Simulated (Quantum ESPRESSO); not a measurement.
# O on top sites of RuAl(110): a series in the coverage, part 5 of 10

Wanted: a table for O on top sites of RuAl(110) against the coverage, and what can be fitted to it.

Quantum ESPRESSO 7.5; plane-wave DFT, PBE, GBRV ultrasoft pseudopotentials.

So far. Step 2 (Relaxing cell and ions of the reference):  The last row is no step: it is a fresh SCF in the final cell with a new plane-wave basis, -0 meV from the row before. Step 5 (Relaxation with pw.x, 0 ML): The relaxation lowers the energy by 2 meV an atom. On the free atoms the largest force ends at 0.023 eV/Å.

The structure was built from a prototype and need not be the compound's stable phase.

## (6) Ground state, 0 ML

A run under open boundaries on these atoms gives the vacuum levels.

File m0.esm.in:

```
&control
  prefix = 'm0.esm'
  outdir = './out'
  pseudo_dir = './pseudo'
  calculation = 'scf'
  tprnfor = .true.
/
&system
  ibrav = 0
  nat = 6
  ntyp = 2
  ecutwfc = 40
  ecutrho = 200
  occupations = 'smearing'
  smearing = 'mv'
  degauss = 0.02
  assume_isolated = 'esm'
  esm_bc = 'bc1'
/
&electrons
  conv_thr = 1e-07
  mixing_beta = 0.25
  electron_maxstep = 160
  mixing_mode = 'local-TF'
  mixing_ndim = 12
/
ATOMIC_SPECIES
  Ru  101.0700  ru_pbe_v1.2.uspp.F.UPF
  Al  26.9815  al_pbe_v1.uspp.F.UPF
CELL_PARAMETERS angstrom
  3.00398291400000 0.00000000000000 0.00000000000000
  0.00000000000000 4.24680729700000 0.00000000000000
  0.00000000000000 0.00000000000000 18.30742513426320
ATOMIC_POSITIONS crystal
  Ru  0.000000000000 0.000000000000 -0.113794240900
  Al  0.500000000000 0.500000000000 -0.115208069200
  Ru  0.000000000000 0.500000000000 -0.000000000000
  Al  0.500000000000 0.000000000000 -0.000000000000
  Ru  0.000000000000 0.000000000000 0.113794240900
  Al  0.500000000000 0.500000000000 0.115208069200
K_POINTS automatic
  8 5 1 0 0 0
```

Command:

```console
> OMP_NUM_THREADS=1 mpirun -n 16 pw.x -nk 2 -in m0.esm.in > m0.esm.out
```

The log of the run:

```text
[banner, memory and clock lines left out]
Program PWSCF v.7.5 starts
[citation notice left out]

[...]
Message from routine setup:
[...]
bravais-lattice index     =            0
     lattice parameter (alat)  =       5.6767  a.u.
     unit-cell volume          =    1576.1004 (a.u.)^3
     number of atoms/cell      =            6
     number of atomic types    =            2
     number of electrons       =        57.00
     number of Kohn-Sham states=           35
     kinetic-energy cutoff     =      40.0000  Ry
     charge density cutoff     =     200.0000  Ry
     scf convergence threshold =      1.0E-07
     mixing beta               =       0.2500
     number of iterations used =           12  local-TF  mixing
     Exchange-correlation= SLA  PW   PBE  PBE
                           (   1   4   3   4   0   0   0)

     Effective Screening Medium Method
     Boundary Conditions: Vacuum-Slab-Vacuum
     total charge in unit cell        =   0.0000
     grid points for fit at edges     =        4

[...]
PseudoPot. # 1 for Ru read from file:
     ./pseudo/ru_pbe_v1.2.uspp.F.UPF
     Pseudo is Ultrasoft + core correction, Zval = 16.0
     Generated by new atomic code, or converted to UPF format
     Using radial grid of  967 points,  6 beta functions with:
                l(1) =   0
                l(2) =   0
                l(3) =   1
                l(4) =   1
                l(5) =   2
                l(6) =   2
     Q(r) pseudized with  8 coefficients,  rinner =    1.300   1.300   1.300
                                                       1.300   1.300

     PseudoPot. # 2 for Al read from file:
     ./pseudo/al_pbe_v1.uspp.F.UPF
     Pseudo is Ultrasoft + core correction, Zval =  3.0
     Generated by new atomic code, or converted to UPF format
     Using radial grid of  893 points,  3 beta functions with:
                l(1) =   0
                l(2) =   1
                l(3) =   2
     Q(r) pseudized with  8 coefficients,  rinner =    0.900   0.900   0.900
                                                       0.900   0.900

     atomic species   valence    mass     pseudopotential
     Ru               16.00   101.07000     Ru( 1.00)
     Al                3.00    26.98150     Al( 1.00)

      8 Sym. Ops., with inversion, found

[...]
number of k points=    15  Marzari-Vanderbilt smearing, width (Ry)=  0.0200
[...]
Dense  grid:    75167 G-vectors     FFT dimensions: (  25,  40, 160)

     Smooth grid:    53873 G-vectors     FFT dimensions: (  24,  36, 144)

     Initial potential from superposition of free atoms

     starting charge      53.9926, renormalised to      57.0000

     negative rho (up, down):  2.345E-01 0.000E+00
     Starting wfcs are   51 randomized atomic wfcs

     per-process dynamical memory:    18.7 Mb

     Self-consistent Calculation

     iteration #  1     ecut=    40.00 Ry     beta= 0.25
     Davidson diagonalization with overlap
     ethr =  1.00E-02,  avg # of iterations =  5.0

     negative rho (up, down):  2.276E-01 0.000E+00

     total energy              =    -603.30696587 Ry
     estimated scf accuracy    <       6.66573420 Ry

     iteration #  2     ecut=    40.00 Ry     beta= 0.25
[...]
negative rho (up, down):  2.321E-01 0.000E+00

[...]
total energy              =    -601.09145577 Ry
     estimated scf accuracy    <       4.21591230 Ry

     iteration #  3     ecut=    40.00 Ry     beta= 0.25
[...]
negative rho (up, down):  2.276E-01 0.000E+00

[...]
total energy              =    -602.39530302 Ry
     estimated scf accuracy    <       1.68925974 Ry

     iteration #  4     ecut=    40.00 Ry     beta= 0.25
[...]
negative rho (up, down):  2.289E-01 0.000E+00

[...]
total energy              =    -602.83102570 Ry
     estimated scf accuracy    <       0.08311155 Ry

     iteration #  5     ecut=    40.00 Ry     beta= 0.25
[...]
c_bands:  1 eigenvalues not converged
[...]
negative rho (up, down):  2.301E-01 0.000E+00

[...]
total energy              =    -603.00624345 Ry
     estimated scf accuracy    <       0.22080133 Ry

     iteration #  6     ecut=    40.00 Ry     beta= 0.25
[...]
negative rho (up, down):  2.326E-01 0.000E+00

[...]
total energy              =    -602.85256924 Ry
     estimated scf accuracy    <       0.35869522 Ry

[...]
iteration # 23     ecut=    40.00 Ry     beta= 0.25
[...]
c_bands:  1 eigenvalues not converged
[...]
negative rho (up, down):  2.282E-01 0.000E+00

[...]
total energy              =    -602.91332556 Ry
     estimated scf accuracy    <       0.00000303 Ry

     iteration # 24     ecut=    40.00 Ry     beta= 0.25
[...]
negative rho (up, down):  2.282E-01 0.000E+00

[...]
total energy              =    -602.91331864 Ry
     estimated scf accuracy    <       0.00000138 Ry

     iteration # 25     ecut=    40.00 Ry     beta= 0.25
[...]
negative rho (up, down):  2.282E-01 0.000E+00

[...]
total energy              =    -602.91329932 Ry
     estimated scf accuracy    <       0.00000050 Ry

     iteration # 26     ecut=    40.00 Ry     beta= 0.25
[...]
negative rho (up, down):  2.282E-01 0.000E+00

[...]
End of self-consistent calculation

          k = 0.0000 0.0000 0.0000 (  6691 PWs)   bands (ev):

   -76.6624 -76.4502 -76.4496 -46.7447 -46.7194 -46.6029 -46.4995 -46.4768
   -46.4452 -46.4289 -46.4132 -46.4123 -13.6543 -11.7685 -10.5592  -8.2468
    -7.9542  -7.6685  -7.6555  -7.0090  -6.0080  -5.8406  -5.7405  -5.7276
    -5.3063  -5.0722  -5.0315  -4.8782  -4.7832  -4.6799  -4.5650  -4.3874
    -1.6872  -0.5334   0.2953

          k = 0.0000 0.1415 0.0000 (  6732 PWs)   bands (ev):

   -76.6622 -76.4502 -76.4498 -46.7502 -46.7213 -46.6025 -46.4914 -46.4862
   -46.4350 -46.4342 -46.4131 -46.4126 -13.2875 -11.4154 -10.3470  -8.7002
    -8.2697  -7.8243  -7.5121  -6.9664  -6.2650  -5.8984  -5.8625  -5.8624
    -5.7119  -5.1889  -5.1264  -5.0017  -4.5550  -4.5307  -4.4995  -4.3505
    -2.3427  -1.0830  -0.2239

[...]
the Fermi energy is    -4.7170 ev

!    total energy              =    -602.91329416 Ry
     estimated scf accuracy    <       0.00000006 Ry
     smearing contrib. (-TS)   =       0.00266017 Ry
     internal energy E=F+TS    =    -602.91595433 Ry

     The total energy is F=E-TS. E is the sum of the following terms:
     one-electron contribution =    3209.91788152 Ry
     hartree contribution      =   -1616.82766672 Ry
     xc contribution           =     -90.84307468 Ry
     ewald contribution        =   -2105.16309445 Ry

     convergence has been achieved in  26 iterations

     negative rho (up, down):  2.282E-01 0.000E+00

     Forces acting on atoms (cartesian axes, Ry/au):

     atom    1 type  1   force =     0.00000000    0.00000000   -0.00029052
     atom    2 type  2   force =     0.00000000    0.00000000    0.00090994
     atom    3 type  1   force =     0.00000000    0.00000000    0.00000000
     atom    4 type  2   force =     0.00000000    0.00000000    0.00000000
     atom    5 type  1   force =     0.00000000    0.00000000    0.00029052
     atom    6 type  2   force =     0.00000000    0.00000000   -0.00090994

     Total force =     0.001351     Total SCF correction =     0.000337
     SCF correction compared to forces is large: reduce conv_thr to get better values

[...]
```

Run time: 21 s. Hardware: 16 MPI ranks of Arm Neoverse V1, shared host; peak memory 1.1 GiB; 5.7 min of CPU time.

Read from the output:

- free energy: -8203.0533 eV
- Fermi energy: -4.717 eV
- vacuum line at the lower end of the cell, over the Fermi level: 4.717 eV
- vacuum line at the upper end of the cell, over the Fermi level: 4.717 eV

Electrostatic potential energy of an electron; zero at the Fermi level. Potential energy, planar mean against z:

```tsv
z (Å)	potential energy, planar mean (eV)
-9.0	4.72
-8.5	4.72
-8.0	4.72
-7.5	4.72
-7.0	4.72
-6.5	4.72
-6.0	4.71
-5.5	4.71
-5.0	4.68
-4.5	4.58
-4.0	4.25
-3.5	3.05
-3.0	-0.982
-2.5	-16.3
-2.0	-29.8
-1.5	-8.24
-1.0	-1.62
-0.5	-12.2
0.0	-31.4
0.5	-12.2
1.0	-1.62
1.5	-8.24
2.0	-29.8
2.5	-16.3
3.0	-0.982
3.5	3.05
4.0	4.25
4.5	4.58
5.0	4.68
5.5	4.71
6.0	4.71
6.5	4.72
7.0	4.72
7.5	4.72
8.0	4.72
8.5	4.72
9.0	4.72
```

The vacuum levels are read from the outermost 0.7 Å of the cell on either side.

Inside the slab this potential holds the local part of the pseudopotentials, which can be repulsive at the nuclei; only its value in the vacuum has a meaning of its own.

(Part 5 of 10 ends here.)

[Logs are printed without paths, hosts, clocks, repeated set-up lines and the standing remarks that a program may print on its own settings, such as how far it seeks lower states.]

[Hosts, paths, dates, database ids (printed as entryN), source tags and the programs' standing remarks are cut or masked in the printed files.]

[Maps of the electrostatic potential energy from Ansatz leave out the sawtooth potential of an applied field or a dipole correction, so their vacuum need not be flat; planar profiles and work functions include it.]
